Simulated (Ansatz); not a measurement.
# NbRhC2: relaxing a made-up structure

Starting from a made-up structure for NbRhC2, the aim is the relaxed cell, its shortest contacts and, where a second run follows, its electronic structure.

Main program and level: Ansatz 0.2.0; DFT, PBEsol, plane-wave PAW, files of the set soft_1, scalar-relativistic, no spin, cell and ions relaxed at zero pressure; PAW set soft_1, in the first sound run; inputs show where later runs differ.

**1. Starting point**

Symmetry: R-3m, No. 166, trigonal system. The conventional cell has a = 3.088 Å, b = 3.088 Å, c = 14.673 Å, α = 90.00°, β = 90.00°, γ = 120.00°. Nearest to Rh lie 6 C at 2.15 Å. Nearest to Nb lie 6 C at 2.17 Å. C has 3 Rh at 2.15 Å and 3 Nb at 2.17 Å nearest. Farther neighbours are not listed.

**2. Relaxation of the guess**

The guess takes its coordinates from another compound and its volume from a rule, so the cell and any free coordinates are relaxed together.

input.yaml

```yaml
crystal:
  lattice:
    - [1.544, 0.891428816, 4.891]
    - [-1.544, 0.891428816, 4.891]
    - [0.0, -1.782857631, 4.891]
  atoms:
    - { symbol: Rh, position: [0.5, 0.5, 0.5] }
    - { symbol: Nb, position: [0.0, 0.0, 0.0] }
    - { symbol: C, position: [0.248733333, 0.248733333, 0.248733333] }
    - { symbol: C, position: [0.751266667, 0.751266667, 0.751266667] }
kpoints:
  mp_grid: { grid: [10, 10, 10] }
scf:
  occupations: { method: fermi_dirac, width: 0.05 }
hamiltonian:
  xc: pbesol
  pseudopotentials: { kind: paw, azcp: { folder: soft_1 }, xc_functional: pbe }
relax:
  f_tol: 0.015
  max_steps: 70
  cell: {}
output:
  forces: true
  stress: true
```

Launch:

```bash
$ ansatz run input.yaml --threads 4 --pin off --max-ram 8192MiB --backend cpu --events-out ev --progress --plain --runs-dir out
```

Numbers of over 12 decimals in the logs are rounded to 6 here.

The program printed:

```text
basis.fft_grid_basis auto: the FFT boxes are laid along the combinations [[1, 0, -1], [0, 1, -1], [0, 0, 1]] of the cell's own vectors, 3.088, 3.088 and 5.206 Å long. The dense box has 24×24×36 points. Along the cell's own vectors, as sized, it would have 36×36×36, 2.25 times as many. Of the 12 symmetry operations that the crystal satisfies within crystal.symmetry.tolerance (time reversal apart; of a slab, those that [...]
Engine: ansatz 0.2.0, x86_64-unknown-linux-gnu
Pseudopotentials: kind: paw
Pseudopotential: Rh, paw, valence charge 17, recommended cutoff 420 eV (normal), soft_1/Rh.paw.azcp
Pseudopotential: Nb, paw, valence charge 13, recommended cutoff 420 eV (normal), soft_1/Nb.paw.azcp
Pseudopotential: C, paw, valence charge 4, recommended cutoff 420 eV (normal), soft_1/C.paw.azcp
Functional definition: PBEsol
  exchange = pbesol_x
  correlation = pbesol_c
Crystal: 4 atoms, lattice volume = 40.391 Å³
Basis set: ecut = 420 eV, 797 PW (Γ), FFT grids on a1−a3, a2−a3, a3, exchange–correlation on 48×48×72 points (8 copies of the dense FFT grid, shifted against one another)
Bands: 23, of which v1, the nominal top of the filled ones, is band 19 counted from 1 (18 counted from 0)
Symmetry: 12 space group operations
Space group: R-3m (ITA 166), of the structure as read, at distance tolerance 3.4e-5 Å
k-points: 116 of 1000
Non-local potential: Rh, projectors of the file, l = 0: 3, l = 1: 2, l = 2: 2, l = 3: 1
Non-local potential: Nb, projectors of the file, l = 0: 3, l = 1: 2, l = 2: 2, l = 3: 1
Non-local potential: C, projectors of the file, l = 0: 2, l = 1: 2, l = 2: 1
PAW form: soft (Blöchl's): semilocal exchange-correlation on the pseudo side does not see the compensation charge
PAW frozen core: Rh, regenerated for the run's functional, and the local potential with it (the file was generated under x = pbe(κ = 0.804, μ = 0.219515), c = pbe(β = 0.066725))
PAW frozen core: Nb, regenerated for the run's functional, and the local potential with it (the file was generated under x = pbe(κ = 0.804, μ = 0.219515), c = pbe(β = 0.066725))
PAW frozen core: C, regenerated for the run's functional, and the local potential with it (the file was generated under x = pbe(κ = 0.804, μ = 0.219515), c = pbe(β = 0.066725))
PAW one-centre angular grid: Rh, 590 points (default); XC on 64 Gauss nodes
PAW one-centre angular grid: Nb, 590 points (default); XC on 64 Gauss nodes
PAW one-centre angular grid: C, 110 points (default); XC on 64 Gauss nodes
Initial density: superposition of atomic densities (chi_scale 0.1, normalization cell, long waves kept (reshape's long-wave potential 0.00 eV rms))
Initial wavefunctions: pseudopotential atomic-orbital guess
Functional: x = pbesol(κ = 0.804, μ = 0.123457), c = pbesol(β = 0.046)
SCF iter   1: F=—  HF=-11335.231887 eV  |F-HF|=—  |Δ(HF+E_count)|=         —  Δρ=3.20e-1  dr2=8.32e1  ethr=3.10e-3  ⟨swp⟩=5.7  Hψ=23146  notcnv=0  defer=2
automatic band count: the SCF goes on with 27 bands, as 23 were too few: the levels above may hold too much charge
preconditioner: auto → Kerker (q_TF=auto, 2.701 Å⁻¹)  [metal: Δε(μ)=0.001 eV  Ē_g=10.005 eV  σ=0.050 eV  W_gap=0.01  n_scr=16 (ndim 8)  ℏωp=27.4 eV  f_vac=0.000  D(μ)=4.16/eV (n_scr^D=60)]
SCF iter   2: F=—  HF=-11329.623445 eV  |F-HF|=—  |Δ(HF+E_count)|=    5.61e0  Δρ=1.67e-1  dr2=2.34e1  ethr=3.10e-3  ⟨swp⟩=2.6  Hψ=7003  notcnv=0  defer=100
SCF iter   3: F=—  HF=-11327.165039 eV  |F-HF|=—  |Δ(HF+E_count)|=    2.46e0  Δρ=3.62e-2  dr2=1.80e0  ethr=3.10e-3  ⟨swp⟩=2.9  Hψ=6092  notcnv=0  defer=143
SCF iter   4: F=—  HF=-11326.990555 eV  |F-HF|=—  |Δ(HF+E_count)|=   1.74e-1  Δρ=1.56e-2  dr2=3.79e-1  ethr=3.10e-3  ⟨swp⟩=1.1  Hψ=4059  notcnv=0  defer=145
SCF iter   5: F=—  HF=-11326.939915 eV  |F-HF|=—  |Δ(HF+E_count)|=   5.06e-2  Δρ=3.70e-3  dr2=1.89e-2  ethr=9.98e-4  ⟨swp⟩=2.0  Hψ=3684  notcnv=0  defer=159
SCF iter   6: F=—  HF=-11326.937102 eV  |F-HF|=—  |Δ(HF+E_count)|=   2.81e-3  Δρ=8.26e-4  dr2=8.49e-4  ethr=4.97e-5  ⟨swp⟩=1.1  Hψ=3136  notcnv=0  defer=159
SCF iter   7: F=—  HF=-11326.937025 eV  |F-HF|=—  |Δ(HF+E_count)|=   7.70e-5  Δρ=1.13e-4  dr2=8.05e-6  ethr=2.23e-6  ⟨swp⟩=2.2  Hψ=3883  notcnv=0  defer=159
SCF iter   8: F=—  HF=-11326.937020 eV  |F-HF|=—  |Δ(HF+E_count)|=   4.26e-6  Δρ=2.83e-5  dr2=4.20e-7  ethr=2.12e-8  ⟨swp⟩=2.4  Hψ=4512  notcnv=0  defer=159
SCF iter   9: F=-11326.937020 eV  HF=-11326.937020 eV  |F-HF|=2.77e-8  |Δ(HF+E_count)|=   2.51e-8  Δρ=8.98e-6  dr2=3.66e-8  ethr=2.63e-10  ⟨swp⟩=4.0  Hψ=9093  notcnv=0
SCF 1 converged in 9 iterations: F = -11326.937020 eV  dr2 = 3.66e-8
  greatest PAW one-centre occupation: 0.999 electrons in one spin orbital (limit 2), on the Rh atom at site 0 (counted from 0), in its partial waves of l = 0
relax step   1: F+E_penalty+E_count = -11326.93702041 eV  Δ(F+E_penalty+E_count) = +0.000e0 eV  max|allowed force component| = 5.079e-1 eV/Å  Δτ_max = 0.0000 Å  P = +10.387 GPa  Ω = 40.391 Å³  (9 SCF iters, dr2 threshold 1.00e-7 eV, accepted)
Crystal: 4 atoms, lattice volume = 41.431 Å³
Basis set: ecut = 420 eV, 831 PW (Γ), FFT grids on a1−a3, a2−a3, a3, exchange–correlation on 48×48×72 points (8 copies of the dense FFT grid, shifted against one another)
Bands: 27, of which v1, the nominal top of the filled ones, is band 19 counted from 1 (18 counted from 0)
Initial density: handed on by an earlier stage of this run
Initial wavefunctions: those handed on with the density
iter 1 solved again at ethr=5.82e-4 eV; its pass at ethr=3.10e-3 eV (dr2=2.21e-1 eV) is discarded
SCF iter   1: F=—  HF=-11327.291482 eV  |F-HF|=—  |Δ(HF+E_count)|=         —  Δρ=1.66e-2  dr2=2.24e-1  ethr=5.82e-4  ⟨swp⟩=1.7  Hψ=17921  notcnv=0
preconditioner: auto → Kerker (q_TF=auto, 2.689 Å⁻¹)  [metal: Δε(μ)=0.056 eV  Ē_g=9.628 eV  σ=0.050 eV  W_gap=0.27  n_scr=14 (ndim 8)  ℏωp=27.1 eV  f_vac=0.000  D(μ)=0.67/eV (n_scr^D=2)]
SCF iter   2: F=—  HF=-11327.271810 eV  |F-HF|=—  |Δ(HF+E_count)|=   1.97e-2  Δρ=9.04e-3  dr2=7.85e-2  ethr=5.82e-4  ⟨swp⟩=1.0  Hψ=3134  notcnv=0
SCF iter   3: F=—  HF=-11327.259489 eV  |F-HF|=—  |Δ(HF+E_count)|=   1.23e-2  Δρ=1.24e-3  dr2=1.93e-3  ethr=2.06e-4  ⟨swp⟩=2.0  Hψ=4037  notcnv=0
SCF iter   4: F=—  HF=-11327.258934 eV  |F-HF|=—  |Δ(HF+E_count)|=   5.56e-4  Δρ=3.85e-4  dr2=1.32e-4  ethr=5.08e-6  ⟨swp⟩=1.4  Hψ=3344  notcnv=0
SCF iter   5: F=—  HF=-11327.258895 eV  |F-HF|=—  |Δ(HF+E_count)|=   3.92e-5  Δρ=1.04e-4  dr2=4.51e-6  ethr=3.47e-7  ⟨swp⟩=2.0  Hψ=4149  notcnv=0
SCF iter   6: F=-11327.258894 eV  HF=-11327.258894 eV  |F-HF|=1.06e-7  |Δ(HF+E_count)|=   8.20e-7  Δρ=2.22e-5  dr2=2.11e-7  ethr=1.05e-9  ⟨swp⟩=4.5  Hψ=9388  notcnv=0
[...]
preconditioner: auto → Kerker (q_TF=auto, 2.692 Å⁻¹)  [metal: Δε(μ)=0.065 eV  Ē_g=9.604 eV  σ=0.050 eV  W_gap=0.30  n_scr=14 (ndim 8)  ℏωp=27.1 eV  f_vac=0.000  D(μ)=0.60/eV (n_scr^D=2)]
SCF iter   2: F=—  HF=-11327.281070 eV  |F-HF|=—  |Δ(HF+E_count)|=   1.79e-4  Δρ=1.83e-3  dr2=1.16e-3  ethr=7.17e-6  ⟨swp⟩=1.0  Hψ=3132  notcnv=0
SCF iter   3: F=—  HF=-11327.280906 eV  |F-HF|=—  |Δ(HF+E_count)|=   1.64e-4  Δρ=2.06e-4  dr2=3.71e-5  ethr=3.04e-6  ⟨swp⟩=1.1  Hψ=3184  notcnv=0
SCF iter   4: F=—  HF=-11327.280897 eV  |F-HF|=—  |Δ(HF+E_count)|=   9.01e-6  Δρ=6.25e-5  dr2=4.65e-6  ethr=9.76e-8  ⟨swp⟩=1.9  Hψ=4063  notcnv=0
iter 5 did not close the SCF: its close was put off for the readings that it lacked (scf_convergence_deferred on its scf_iter line)
SCF iter   5: F=-11327.280896 eV  HF=-11327.280896 eV  |F-HF|=6.27e-8  |Δ(HF+E_count)|=   9.24e-7  Δρ=1.58e-5  dr2=1.22e-7  ethr=1.22e-8  ⟨swp⟩=2.2  Hψ=4028  notcnv=0
SCF iter   6: F=-11327.280896 eV  HF=-11327.280896 eV  |F-HF|=4.01e-9  |Δ(HF+E_count)|=   2.23e-8  Δρ=3.23e-6  dr2=7.11e-9  ethr=3.22e-10  ⟨swp⟩=2.1  Hψ=9600  notcnv=0
SCF 3 converged in 6 iterations: F = -11327.280896 eV  dr2 = 7.11e-9
relax step   3: F+E_penalty+E_count = -11327.28089589 eV  Δ(F+E_penalty+E_count) = -2.200e-2 eV  max|allowed force component| = 2.748e-1 eV/Å  Δτ_max = 0.0118 Å  P = -1.085 GPa  Ω = 41.199 Å³  energy of the carried Pulay correction = -1.042e-3 eV  (6 SCF iters, dr2 threshold 4.00e-7 eV, accepted)
[...]
relax step   4: F+E_penalty+E_count = -11327.28512954 eV  Δ(F+E_penalty+E_count) = -4.234e-3 eV  max|allowed force component| = 9.954e-2 eV/Å  Δτ_max = 0.0096 Å  P = -0.440 GPa  Ω = 41.108 Å³  energy of the carried Pulay correction = -9.254e-4 eV  (6 SCF iters, dr2 threshold 4.00e-7 eV, accepted)
[...]
relax step   5: F+E_penalty+E_count = -11327.28584079 eV  Δ(F+E_penalty+E_count) = -7.112e-4 eV  max|allowed force component| = 8.710e-4 eV/Å  Δτ_max = 0.0055 Å  P = +0.016 GPa  Ω = 41.047 Å³  energy of the carried Pulay correction = -8.471e-4 eV  (6 SCF iters, dr2 threshold 4.00e-7 eV, accepted)
[...]
relax step   6: F+E_penalty+E_count = -11327.28956847 eV  Δ(F+E_penalty+E_count) = -3.728e-3 eV  max|allowed force component| = 3.894e-5 eV/Å  Δτ_max = 0.0000 Å  P = +0.119 GPa  Ω = 41.047 Å³  stress off target by 2.21e-1 GPa  SCF on the basis re-selected at this cell (its energy is not comparable with the rows above)  (6 SCF iters)
[...]
relax step   7: F+E_penalty+E_count = -11327.28958254 eV  Δ(F+E_penalty+E_count) = -1.407e-5 eV  max|allowed force component| = 2.776e-4 eV/Å  Δτ_max = 0.0002 Å  P = -0.008 GPa  Ω = 41.059 Å³  energy of the carried Pulay correction = -1.521e-5 eV  (6 SCF iters, dr2 threshold 1.22e-7 eV, accepted)
iter 1 solved again at ethr=3.56e-8 eV; its pass at ethr=3.10e-3 eV (dr2=1.35e-5 eV) is discarded
SCF iter   1: F=—  HF=-11327.289605 eV  |F-HF|=—  |Δ(HF+E_count)|=         —  Δρ=2.34e-6  dr2=2.60e-10  ethr=3.56e-8  ⟨swp⟩=3.1  Hψ=20190  notcnv=0
eigensolver tolerance schedule: the retry pair's looser diagonalisation over-reported the residual by 51971.88 of it (diagonalisation noise at 1.48 of the residual, at the tolerance the schedule requests for it); recorded, not acted on — ethr = c·dr2/N_el stays at c = 1.0e-1
preconditioner: auto → Kerker (q_TF=auto, 2.693 Å⁻¹)  [metal: Δε(μ)=0.069 eV  Ē_g=9.625 eV  σ=0.050 eV  W_gap=0.31  n_scr=14 (ndim 8)  ℏωp=27.2 eV  f_vac=0.000  D(μ)=0.60/eV (n_scr^D=2)]
SCF iter   2: F=—  HF=-11327.289605 eV  |F-HF|=—  |Δ(HF+E_count)|=   3.17e-7  Δρ=1.32e-6  dr2=1.48e-10  ethr=1.00e-12  ⟨swp⟩=3.2  Hψ=6890  notcnv=0
iter 3 did not close the SCF: its close was put off for the readings that it lacked (scf_convergence_deferred on its scf_iter line)
SCF iter   3: F=-11327.289605 eV  HF=-11327.289605 eV  |F-HF|=1.09e-11  |Δ(HF+E_count)|=  1.58e-10  Δρ=4.25e-7  dr2=2.01e-11  ethr=1.00e-12  ⟨swp⟩=1.0  Hψ=3132  notcnv=0
iter 4 did not close the SCF: its close was put off for the readings that it lacked (scf_convergence_deferred on its scf_iter line)
SCF iter   4: F=-11327.289605 eV  HF=-11327.289605 eV  |F-HF|=0.00e0  |Δ(HF+E_count)|=  1.64e-11  Δρ=3.99e-8  dr2=1.24e-12  ethr=1.00e-12  ⟨swp⟩=1.0  Hψ=3132  notcnv=0
iter 5 did not close the SCF: its close was put off for the readings that it lacked (scf_convergence_deferred on its scf_iter line)
SCF iter   5: F=-11327.289605 eV  HF=-11327.289605 eV  |F-HF|=1.82e-12  |Δ(HF+E_count)|=  1.82e-12  Δρ=1.63e-8  dr2=2.21e-13  ethr=1.00e-12  ⟨swp⟩=1.0  Hψ=3132  notcnv=0
iter 6 did not close the SCF: its close was put off for the readings that it lacked (scf_convergence_deferred on its scf_iter line)
SCF iter   6: F=-11327.289605 eV  HF=-11327.289605 eV  |F-HF|=0.00e0  |Δ(HF+E_count)|=  3.64e-12  Δρ=8.34e-9  dr2=3.29e-14  ethr=1.00e-12  ⟨swp⟩=1.0  Hψ=3132  notcnv=0
SCF iter   7: F=-11327.289605 eV  HF=-11327.289605 eV  |F-HF|=0.00e0  |Δ(HF+E_count)|=    0.00e0  Δρ=3.86e-9  dr2=7.48e-15  ethr=1.00e-12  ⟨swp⟩=1.0  Hψ=6733  notcnv=0
SCF 8 converged in 7 iterations: F = -11327.289605 eV  dr2 = 7.48e-15
relax step   8: F+E_penalty+E_count = -11327.28960531 eV  Δ(F+E_penalty+E_count) = -2.277e-5 eV  max|allowed force component| = 2.679e-4 eV/Å  Δτ_max = 0.0000 Å  P = -0.008 GPa  Ω = 41.059 Å³  stress off target by 1.25e-2 GPa  SCF on the basis re-selected at this cell (its energy is not comparable with the rows above)  (7 SCF iters)
basis re-selected at this cell: Δ(F+E_penalty+E_count) = -2.277e-5 eV, ΔP = -0.000 GPa vs the last step (what re-selecting the basis moved, of the pressure what is left beyond the Pulay correction that the steps carried, after the strain that the cell walked since its last selection, with what the two solves' SCF thresholds leave and, on support functions, any second-order correction that the steps lacked; it is no m [...]
SCF converged after 7 iterations
Free energy (F): -11327.289605 eV
Harris-Foulkes:  -11327.289605 eV  (|F-HF|=0.00e0)
Internal energy: -11327.284126 eV  (E = F + TS)
E sigma→0 (E₀):  -11327.286866 eV
Entropy (-TS):   -0.005480 eV (-1.370 meV/atom)
Fermi energy:    19.821821 eV
--- Per-component energies (eV) ---
  E_band       = -111.916832
  E_kinetic    = 1083.695243
  E_local      = -2395.500822  (includes V_loc(G=0)·N_el)
  E_nonlocal   = 440.783765
  E_hartree    = 875.926340
  E_xc         = -460.783186
  E_vxc        = -571.211262  (∫ρ·V_xc dr)
  E_paw        = -6756.993984  (= ΣΔE_a)
  E_vpaw       = -421.536552  (= ΣTr[D̂ρ^β])
  E_aug_tail   = 0.000117  (compensation charges beyond the density's cutoff)
  E_ewald      = -4114.918709
  E_core_change = 0.507111  (= ΣΔE_core)
  E_smearing   = -0.005480  (= −TS)
  E_closure    = 0.000000  (closes the sum)
  Σ components = -11327.289605   (vs F -11327.289605, Δ=0.00e0)
--- Forces (eV/Å), atoms counted from 1 ---
  atom   1  Rh     0.00000000     0.00000000    -0.00000000
  atom   2  Nb     0.00000000     0.00000000    -0.00000000
  atom   3  C     -0.00000000     0.00000000     0.00026791
  atom   4  C      0.00000000    -0.00000000    -0.00026791
  max |Σ_I F_I| component: 1.16e-17 eV/Å
--- Stress (GPa, compression-positive) ---
       -0.005626       0.000000       0.000000
        0.000000      -0.005626      -0.000000
        0.000000      -0.000000      -0.012515
  P = ⅓ Tr σ = -0.0079 GPa (-0.079 kbar)
--- Relaxed structure (6 steps of the walk, 6 accepted, 2 SCFs on fresh bases) ---
  F+E_penalty+E_count = -11327.28960531 eV   max|allowed force component| = 2.679e-4 eV/Å   (the final SCF, on the basis selected at the relaxed cell)
  cell:  # Å, volume = 41.0591 Å³
    - [1.612680, 0.931081, 4.557460]
    - [-1.612680, 0.931081, 4.557460]
    - [0, -1.862162, 4.557460]
  atoms:
    - { symbol: Rh, position: [0.500000, 0.500000, 0.500000] }
    - { symbol: Nb, position: [1.330037422569108e-19, 1.3300374225691107e-19, 1.3300374232606934e-19] }
    - { symbol: C, position: [0.245597, 0.245597, 0.245597] }
    - { symbol: C, position: [0.754403, 0.754403, 0.754403] }
```

Elapsed: 11 s, on 4 threads of AMD EPYC 7B13 (Zen 3), shared host; peak memory 0.51 GiB; 36 s of CPU time.

Relaxation path:

| step | energy less that of the first step (eV) | largest force component (eV/Å) | pressure (GPa) | volume (Å³) |
| --- | --- | --- | --- | --- |
| 1 | 0.0000 | 0.5079 | 10.39 | 40.39 |
| 2 | -0.3219 | 0.3803 | -1.77 | 41.43 |
| 3 | -0.3439 | 0.2748 | -1.09 | 41.20 |
| 4 | -0.3481 | 0.0995 | -0.44 | 41.11 |
| 5 | -0.3488 | 0.0009 | 0.02 | 41.05 |
| 6* | -0.3525 | 0.0000 | 0.12 | 41.05 |
| 7 | -0.3526 | 0.0003 | -0.01 | 41.06 |
| 8* | -0.3526 | 0.0003 | -0.01 | 41.06 |

Relaxation steps marked * repeat the geometry before them on a plane-wave basis chosen anew for their cell, so energy and pressure can jump there.

The run keeps the 12 symmetry operations that it works with, so distortions that break them were not tested.

```
conventional cell, symmetrised  before   after  change
                         a (Å)   3.088   3.225  +4.4 %
                         b (Å)   3.088   3.225  +4.4 %
                         c (Å)  14.673  13.672  -6.8 %
              volume (Å³/atom)   10.10   10.26  +1.7 %
```

The atoms that moved most (Å, as changes of fractional coordinates times the final cell):

```
atom     dx     dy      dz  length
  C4  0.000  0.000   0.043   0.043
  C3  0.000  0.000  -0.043   0.043
```

Final coordinates:

```xyz
4
Lattice="1.6127 0.9311 4.5575 -1.6127 0.9311 4.5575 0.0000 -1.8622 4.5575" Properties=species:S:1:pos:R:3 pbc="T T T"
Rh    0.0000    0.0000    6.8362
Nb    0.0000    0.0000    0.0000
C     0.0000    0.0000    3.3579
C     0.0000    0.0000   10.3145
```

This step gave:

- free energy: -11327.2896 eV
- energy at zero smearing: -11327.2869 eV
- smearing term TS: 0.005480 eV
- Fermi energy: 19.82 eV
- electrons: 38
- symmetry operations: 12
- pressure: -0.007923 GPa

Shortest distances by pair of elements, guess and relaxed (not always the same contact):

| pair | guess (Å) | relaxed (Å) |
| --- | --- | --- |
| C–Rh | 2.151 | 2.152 |
| C–Nb | 2.172 | 2.215 |
| C–C | 2.996 | 2.851 |
| Nb–Rh | 3.026 | 2.943 |
| Rh–Rh | 3.088 | 3.225 |

The relaxation ends with a largest force component of 2.7e-4 eV/Å and a pressure of -0.01 GPa.

[end of part 1 of 2]

[Logs are printed without paths, hosts, clocks, repeated set-up lines and the standing remarks that a program may print on its own settings, such as how far it seeks lower states.]

[Hosts, paths, dates, database ids (printed as entryN), source tags and the programs' standing remarks are cut or masked in the printed files.]
